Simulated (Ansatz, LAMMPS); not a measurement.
# Amorphous carbon at 2.99 g/cm^3 (96 atoms): relaxation and levels of theory

Which bonds does the relaxation leave, and how do the Kohn-Sham gap, forces and pressure change with k-mesh and functional?

Calculated with Ansatz 0.2.0: Kohn-Sham DFT, PBE, PAW (set soft_2), plane waves; cutoff 420 eV, Γ point, fermi-dirac smearing of 0.025 eV.

In doubt: a hybrid run on one k-point (Ansatz), which bears on gaps, levels and energies.

**The cell**

Density at the start: 2.99 g/cm³. The cell holds 96 atoms: 96 C. Cell: a = 8.619 Å, b = 8.619 Å, c = 8.619 Å, α = 90.0°, β = 90.0°, γ = 90.0°. 96 atoms (96 C) placed at random at 2.99 g/cm³, melted at 6000 K for 10 ps at fixed volume with the LCBOP (Los and Fasolino, Phys. Rev. B 68, 024107 (2003)). Quenched from 6000 K to 300 K at 200 K/ps and fixed volume, held 5 ps, then minimised at fixed cell.

The atoms were relaxed with PBE. The walk converged after 62 steps, with a largest force component of 0.0172 eV/Å; it began at an r.m.s. force component of 1.2 eV/Å. The energy fell by 211.2 meV an atom.

The input of the reference single point:

```yaml
crystal:
  lattice:
    - [8.6194, 0.0, 0.0]
    - [0.0, 8.6194, 0.0]
    - [0.0, 0.0, 8.6194]
  atoms:
    - { symbol: C, position: [0.83611, 0.42261, 0.66165] }
    - { symbol: C, position: [0.39405, 0.373, 0.53805] }
    - { symbol: C, position: [0.57396, 0.34457, 0.75991] }
    - { symbol: C, position: [0.35483, 0.7967, 0.33929] }
    [... 90 atom lines left out ...]
    - { symbol: C, position: [0.34586, 0.96848, 0.40204] }
    - { symbol: C, position: [0.30482, 0.09659, 0.65672] }
kpoints:
  mp_grid: { grid: [1, 1, 1] }
hamiltonian:
  xc: pbe
scf:
  occupations: { method: fermi_dirac, width: 0.025 }
output:
  forces: true
  stress: true
  populations: true
  dos:
    method: { smearing: { sigma: 0.08 } }
    de: 0.05
    projected: { site_lists: { C: [C] } }
  eigenvalues: true
  write_density: true
  write_potential: true
  volumetric_format: npy
```

**Bonds after relaxation**

Bonds by pair of elements; cutoffs follow the first minimum of g(r), held within bounds set by covalent radii, and pairs that aren't listed don't count as bonded:

| pair A-B | cutoff (Å) | bonds | mean length (Å) | spread (Å) | shortest (Å) | B about A | A about B |
| --- | --- | --- | --- | --- | --- | --- | --- |
| C-C | 1.85 | 167 | 1.51 | 0.096 | 1.31 | 3.48 | 3.48 |

How many atoms have how many bonded neighbours:

```csv
element,mean,3,4
C,3.48,50,46
```

**Levels of theory**

Single points at the relaxed geometry:

```
functional  k-mesh  Kohn-Sham gap (eV)  pressure (GPa)  r.m.s. force component (eV/Å)  SCF cycles   time
       PBE   1×1×1               0.466            8.09                          0.004           7  4.8 s
       PBE   2×2×2             0.063 †            8.15                          0.145           8   34 s
     HSE06   1×1×1               0.912           -0.11                          0.199          26   78 s
    r2SCAN   1×1×1               0.528            4.41                          0.105          11   16 s
    PBEsol   1×1×1               0.450            2.84                          0.041           7  4.8 s
```

The gap is that between the highest filled and lowest empty Kohn-Sham level on the run's k-points; † or a dash marks runs with no clear gap, where levels at the Fermi energy are far from full or empty or nearly touch. Cutoffs: 420 eV for PBE, HSE06 and PBEsol; 500 eV for r2SCAN. Times come from shared hosts and are rough.

**Findings**

By these cutoffs 52 % of C atoms have 3 neighbours. The Kohn-Sham gap is 0.47 eV with PBE on the 1×1×1 mesh, and the denser mesh shows no clear gap. So the values on the reference mesh, with any functional, aren't the cell's gap. On the 1×1×1 mesh HSE06 changes the gap by +0.45 eV against PBE. On the reference's mesh the gap changes with r2SCAN by +0.06 eV and PBEsol by -0.02 eV. Against the reference the pressure changes with HSE06 by -8.2 GPa, r2SCAN by -3.7 GPa and PBEsol by -5.2 GPa; a negative change means a smaller volume than PBE would take. The denser mesh moves the energy by +9.6 meV/atom and the pressure by +0.06 GPa, so the reference mesh, on which the relaxation ran, isn't converged. On it the r.m.s. force component is 0.145 eV/Å against 0.004, so the geometry is at rest on the reference mesh alone.

Limits: All single points share the geometry relaxed with PBE. The density was set when the cell was made, as one point of a scan, and needn't be that of the real material. One sample; tail or defect levels can set the gap of a disordered cell. The quench rate of 200 K/ps is many orders above laboratory rates, so the cell is likely richer in defects and strain than a real sample. The network of bonds at the start is that of the classical potential that made the cell, and needn't be the one that DFT or experiment would give. In some runs the program notes that the gap may close elsewhere in the zone, the exchange threshold is loose for the stress and the SCF threshold is loose for the stress.

[Logs are printed without paths, hosts, clocks, repeated set-up lines and the standing remarks that a program may print on its own settings, such as how far it seeks lower states.]

[Hosts, paths, dates, database ids (printed as entryN), source tags and the programs' standing remarks are cut or masked in the printed files.]
